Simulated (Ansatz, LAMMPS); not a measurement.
**Squeezing and shearing a frame of amorphous polyacrylonitrile (as short chains C14N4H18) from 540 K (108 atoms)**

Aim: relax a frame of amorphous polyacrylonitrile (as short chains C14N4H18) from 540 K (108 atoms), then change its volume and shape to read moduli from the stress.

Program: Ansatz 0.2.0. Level of theory: Kohn-Sham DFT, PBE+D4, PAW (set soft_2), plane waves. Results are calculated unless marked as measured.

## (1) The starting structure

The cell holds 108 atoms: 42 C, 12 N and 54 H. Its edges and angles: a = 10.877 Å, b = 10.877 Å, c = 10.877 Å, α = 90.0°, β = 90.0°, γ = 90.0°. 3 polyacrylonitrile chains of 4 units with methyl end groups placed at random, at 0.938 g/cm³; overlaps pushed apart, then 20 ps at 800 K with MMFF94 bonds, angles, torsions, charges and radii (Halgren, J. Comput. Chem. 17, 490 (1996)) in harmonic and 12-6 forms. Snapshot after 30 ps at 540 K and fixed volume.

Limits known from the start: The network of contacts between molecules at the start is that of the classical potential that made the cell, and needn't be the one that DFT or experiment would give. The Brillouin zone is sampled at Γ only.

## (2) Single point at the start

The forces at the start show how far the geometry lies from a minimum of this functional.

The input, input.yaml:

```yaml
crystal:
  lattice:
    - [10.87734, 0.0, 0.0]
    - [0.0, 10.87734, 0.0]
    - [0.0, 0.0, 10.87734]
  atoms:
    - { symbol: C, position: [0.60542, 0.77442, 0.19736] }
    - { symbol: C, position: [0.56024, 0.6684, 0.12078] }
    - { symbol: C, position: [0.60263, 0.5407, 0.17034] }
    - { symbol: C, position: [0.64532, 0.47079, 0.06363] }
    - { symbol: "N", position: [0.67108, 0.42452, 0.96761] }
    - { symbol: C, position: [0.51005, 0.47641, 0.2464] }
    - { symbol: C, position: [0.55764, 0.3714, 0.33408] }
    - { symbol: C, position: [0.61597, 0.27335, 0.25611] }
    - { symbol: "N", position: [0.66788, 0.1925, 0.20544] }
    - { symbol: C, position: [0.65195, 0.42489, 0.42165] }
    - { symbol: C, position: [0.67067, 0.35045, 0.54128] }
    - { symbol: C, position: [0.55902, 0.29375, 0.57905] }
    - { symbol: "N", position: [0.48618, 0.2304, 0.61521] }
    - { symbol: C, position: [0.7312, 0.44292, 0.64216] }
    - { symbol: C, position: [0.86029, 0.5003, 0.61468] }
    - { symbol: C, position: [0.96035, 0.41333, 0.64325] }
    - { symbol: "N", position: [0.037, 0.35462, 0.69101] }
    - { symbol: C, position: [0.86726, 0.62151, 0.68272] }
    - { symbol: H, position: [0.56891, 0.76205, 0.2891] }
    - { symbol: H, position: [0.70522, 0.79046, 0.20068] }
    - { symbol: H, position: [0.57201, 0.85772, 0.1429] }
    - { symbol: H, position: [0.46476, 0.67657, 0.11326] }
    - { symbol: H, position: [0.59932, 0.6792, 0.02786] }
    - { symbol: H, position: [0.6779, 0.5723, 0.2296] }
    - { symbol: H, position: [0.46022, 0.54642, 0.29695] }
    - { symbol: H, position: [0.4379, 0.43261, 0.19343] }
    - { symbol: H, position: [0.47475, 0.3389, 0.37308] }
    - { symbol: H, position: [0.74753, 0.42221, 0.38269] }
    - { symbol: H, position: [0.63773, 0.52153, 0.4466] }
    - { symbol: H, position: [0.73178, 0.27359, 0.53779] }
    - { symbol: H, position: [0.73153, 0.39558, 0.73052] }
    - { symbol: H, position: [0.65201, 0.5027, 0.65691] }
    - { symbol: H, position: [0.87366, 0.53835, 0.5212] }
    - { symbol: H, position: [0.87212, 0.61301, 0.77608] }
    - { symbol: H, position: [0.77757, 0.66682, 0.67022] }
    - { symbol: H, position: [0.94244, 0.68391, 0.65815] }
    - { symbol: C, position: [0.96446, 0.48954, 0.09645] }
    - { symbol: C, position: [0.94416, 0.35752, 0.05644] }
    - { symbol: C, position: [0.04316, 0.27237, 0.09494] }
    - { symbol: C, position: [0.03854, 0.25112, 0.22624] }
    - { symbol: "N", position: [0.04013, 0.25435, 0.33317] }
    - { symbol: C, position: [0.03564, 0.14661, 0.02188] }
    - { symbol: C, position: [0.14693, 0.05844, 0.04366] }
    - { symbol: C, position: [0.12822, 0.93937, 0.97788] }
    - { symbol: "N", position: [0.11551, 0.85669, 0.9127] }
    - { symbol: C, position: [0.25955, 0.11477, 0.99041] }
    - { symbol: C, position: [0.38171, 0.05095, 0.00806] }
    - { symbol: C, position: [0.40465, 0.07414, 0.13569] }
    - { symbol: "N", position: [0.39068, 0.08673, 0.24189] }
    - { symbol: C, position: [0.48795, 0.11359, 0.93925] }
    - { symbol: C, position: [0.59614, 0.037, 0.92704] }
    - { symbol: C, position: [0.57628, 0.91718, 0.866] }
    - { symbol: "N", position: [0.58185, 0.83191, 0.80557] }
    - { symbol: C, position: [0.69326, 0.10595, 0.85078] }
    - { symbol: H, position: [0.046, 0.5327, 0.04951] }
    - { symbol: H, position: [0.98853, 0.49913, 0.19422] }
    - { symbol: H, position: [0.87707, 0.54175, 0.07802] }
    - { symbol: H, position: [0.9237, 0.3615, 0.95968] }
    - { symbol: H, position: [0.86164, 0.32745, 0.10407] }
    - { symbol: H, position: [0.1405, 0.31463, 0.07818] }
    - { symbol: H, position: [0.01285, 0.16208, 0.92146] }
    - { symbol: H, position: [0.95082, 0.10629, 0.05961] }
    - { symbol: H, position: [0.15602, 0.04344, 0.14454] }
    - { symbol: H, position: [0.27776, 0.2059, 0.01967] }
    - { symbol: H, position: [0.25796, 0.11, 0.89709] }
    - { symbol: H, position: [0.37381, 0.94648, 0.00466] }
    - { symbol: H, position: [0.49478, 0.20623, 0.98286] }
    - { symbol: H, position: [0.45209, 0.12535, 0.84606] }
    - { symbol: H, position: [0.64554, 0.02154, 0.01272] }
    - { symbol: H, position: [0.73887, 0.18874, 0.8998] }
    - { symbol: H, position: [0.77221, 0.04636, 0.8302] }
    - { symbol: H, position: [0.66231, 0.13061, 0.75844] }
    - { symbol: C, position: [0.76998, 0.99605, 0.51726] }
    - { symbol: C, position: [0.89663, 0.02682, 0.46533] }
    - { symbol: C, position: [0.99487, 0.93952, 0.51227] }
    - { symbol: C, position: [0.98869, 0.82012, 0.44863] }
    - { symbol: "N", position: [0.97083, 0.73517, 0.38935] }
    - { symbol: C, position: [0.12107, 0.99707, 0.49364] }
    [... 24 atom lines left out ...]
    - { symbol: H, position: [0.36225, 0.74927, 0.80543] }
    - { symbol: H, position: [0.22002, 0.68611, 0.76767] }
    - { symbol: H, position: [0.47293, 0.5766, 0.76304] }
    - { symbol: H, position: [0.22181, 0.47453, 0.65989] }
    - { symbol: H, position: [0.35223, 0.49665, 0.57129] }
    - { symbol: H, position: [0.34968, 0.38186, 0.70325] }
kpoints:
  mp_grid: { grid: [1, 1, 1] }
hamiltonian:
  xc: pbe
  dispersion: d4
scf:
  occupations: { method: fixed }
output:
  forces: true
```

Launch:

```bash
ansatz run input.yaml --threads 4 --pin off --max-ram 8192MiB --backend cpu --events-out ev --progress --plain --runs-dir out
```

Numbers of over 12 decimals in the logs are rounded to 6 here.

The log of the run:

```text
Engine: ansatz 0.2.0, x86_64-unknown-linux-gnu
Pseudopotentials: kind: paw
Pseudopotential: C, paw, valence charge 4, recommended cutoff 420 eV (normal), C.paw.azcp
Pseudopotential: N, paw, valence charge 5, recommended cutoff 420 eV (normal), N.paw.azcp
Pseudopotential: H, paw, valence charge 1, recommended cutoff 420 eV (normal), H.paw.azcp
[... 5 lines on functional and potentials left out ...]
Crystal: 108 atoms, lattice volume = 1286.969 Å³
Basis set: ecut = 420 eV, 25269 PW (Γ), exchange–correlation on 150×150×150 points (8 copies of the dense FFT grid, shifted against one another)
Bands: 249, of which v1, the nominal top of the filled ones, is band 141 counted from 1 (140 counted from 0)
Symmetry: 1 space group operations
Space group: P1 (ITA 1), of the structure as read, at distance tolerance 1.1e-4 Å
k-points: 1
[... 7 lines on functional and potentials left out ...]
Initial density: superposition of atomic densities (neutral atoms: chi_scale 0, normalization atom), corrected by the library's trained network
Initial wavefunctions: pseudopotential atomic-orbital guess
Functional: x = pbe(κ = 0.804, μ = 0.219515), c = pbe(β = 0.066725)
SCF iter   1: F=—  HF=-16003.717746 eV  |F-HF|=—  |Δ(HF+E_count)|=         —  Δρ=4.38e-3  dr2=3.71e-1  ethr=1.77e-3  ⟨swp⟩=5.0  Hψ=779  notcnv=0  defer=103
preconditioner: auto → Resta (q_TF=auto, 2.118 Å⁻¹)  ε∞=2.3  [insulator: Δε(μ)=5.682 eV  Ē_g=15.024 eV  n_scr=202 (ndim 8)  ℏωp=17.4 eV  f_vac=0.271  ε∞_Penn≈2.3]
SCF iter   2: F=—  HF=-16003.706294 eV  |F-HF|=—  |Δ(HF+E_count)|=   1.15e-2  Δρ=2.30e-3  dr2=9.61e-2  ethr=1.32e-4  ⟨swp⟩=4.0  Hψ=398  notcnv=0  defer=106
SCF iter   3: F=—  HF=-16003.710138 eV  |F-HF|=—  |Δ(HF+E_count)|=   3.84e-3  Δρ=1.53e-3  dr2=4.10e-2  ethr=3.41e-5  ⟨swp⟩=3.0  Hψ=288  notcnv=0  defer=37
automatic band count: iteration 3 solves 180 bands in place of 249: the levels show a gap, and the empty bands left out lie too high to hold charge; the band table lists the bands solved (type scf.n_extra_bands for more)
SCF iter   4: F=—  HF=-16003.708619 eV  |F-HF|=—  |Δ(HF+E_count)|=   1.52e-3  Δρ=4.68e-4  dr2=4.37e-3  ethr=1.45e-5  ⟨swp⟩=3.0  Hψ=282  notcnv=0  defer=37
SCF iter   5: F=—  HF=-16003.708546 eV  |F-HF|=—  |Δ(HF+E_count)|=   7.32e-5  Δρ=2.51e-4  dr2=1.10e-3  ethr=1.55e-6  ⟨swp⟩=3.0  Hψ=281  notcnv=0  defer=37
SCF iter   6: F=—  HF=-16003.708461 eV  |F-HF|=—  |Δ(HF+E_count)|=   8.52e-5  Δρ=1.54e-4  dr2=3.92e-4  ethr=3.91e-7  ⟨swp⟩=2.0  Hψ=285  notcnv=0  defer=37
SCF iter   7: F=—  HF=-16003.708424 eV  |F-HF|=—  |Δ(HF+E_count)|=   3.70e-5  Δρ=3.60e-5  dr2=2.17e-5  ethr=1.39e-7  ⟨swp⟩=2.0  Hψ=283  notcnv=0  defer=37
SCF iter   8: F=—  HF=-16003.707061 eV  |F-HF|=—  |Δ(HF+E_count)|=   1.36e-3  Δρ=2.57e-5  dr2=1.04e-5  ethr=7.69e-9  ⟨swp⟩=2.0  Hψ=321  notcnv=0  defer=37
SCF iter   9: F=—  HF=-16003.707059 eV  |F-HF|=—  |Δ(HF+E_count)|=   1.61e-6  Δρ=6.33e-6  dr2=5.23e-7  ethr=3.67e-9  ⟨swp⟩=2.0  Hψ=283  notcnv=0  defer=37
SCF iter  10: F=-16003.707059 eV  HF=-16003.707059 eV  |F-HF|=9.70e-9  |Δ(HF+E_count)|=   1.00e-7  Δρ=2.07e-6  dr2=6.55e-8  ethr=3.55e-11  ⟨swp⟩=4.0  Hψ=576  notcnv=0
SCF 1 converged in 10 iterations: F = -16003.707059 eV  dr2 = 6.55e-8
  greatest PAW one-centre occupation: 0.849 electrons in one spin orbital (limit 2), on the N atom at site 84 (counted from 0), in its partial waves of l = 0
SCF converged after 10 iterations
Free energy (F): -16003.707059 eV
Harris-Foulkes:  -16003.707059 eV  (|F-HF|=9.70e-9)
Internal energy: -16003.707059 eV  (E = F + TS)
E sigma→0 (E₀):  -16003.707059 eV
Fermi energy:    -2.533198 eV
--- Per-component energies (eV) ---
  E_band       = -2244.829212
  E_kinetic    = 6100.359158
  E_local      = -19974.235520  (includes V_loc(G=0)·N_el)
  E_nonlocal   = 1818.690409
  E_hartree    = 7188.290220
  E_xc         = -3203.302723
  E_vxc        = -4008.433352  (∫ρ·V_xc dr)
  E_paw        = -5733.771920  (= ΣΔE_a)
  E_vpaw       = -557.713635  (= ΣTr[D̂ρ^β])
  E_aug_tail   = -0.073486  (compensation charges beyond the density's cutoff)
  E_ewald      = -2194.220582
  E_disp       = -5.442615  (pairwise vdW)
  E_smearing   = -0.000000  (= −TS)
  E_closure    = -0.000000  (closes the sum)
  Σ components = -16003.707059   (vs F -16003.707059, Δ=0.00e0)
--- Forces (eV/Å), atoms counted from 1 ---
  atom   1  C     -0.18640304     1.16606138    -1.15868851
  atom   2  C      2.11750119    -0.12003914    -0.91204912
  atom   3  C      0.66801932     0.96049707    -0.83158515
  atom   4  C      0.67610985    -1.21727954    -2.52347513
  atom   5  N     -0.66679685     1.19971471     2.66645307
  atom   6  C     -0.96623068    -1.24735761     0.59797608
  atom   7  C      1.46205688     1.39763264    -2.56283693
  atom   8  C      0.53336180    -1.23986226     0.19684795
  atom   9  N     -0.90735383     1.68078544     0.79168808
  atom  10  C      2.06565101    -0.96315775     0.50978366
  atom  11  C      0.92748150     2.18643568     0.61579152
  atom  12  C      3.34668306     2.33123512    -0.52708302
  atom  13  N     -4.08420576    -3.12140494     1.68201804
  atom  14  C     -1.22511119    -1.64335233    -0.57223528
[...]
atom 107  H      0.37372064    -0.43885480     0.53407797
  atom 108  H     -0.30300106     0.36365623    -1.28804128
  max |Σ_I F_I| component: 1.65e-4 eV/Å
```

Elapsed: 2.9 s, on 4 threads of AMD EPYC 9R45, shared host; peak memory 1.2 GiB; 11 s of CPU time.

The r.m.s. force at the start is 1.3 eV/Å.

[end of part 1 of 4]

[Logs are printed without paths, hosts, clocks, repeated set-up lines and the standing remarks that a program may print on its own settings, such as how far it seeks lower states.]

[Hosts, paths, dates, database ids (printed as entryN), source tags and the programs' standing remarks are cut or masked in the printed files.]

[The MMFF94 radii named for the starting cell were scaled by 0.96; in molecules described by MMFF94, hydrogen bound to N, O or S took a small fixed 12-6 site in their place.]
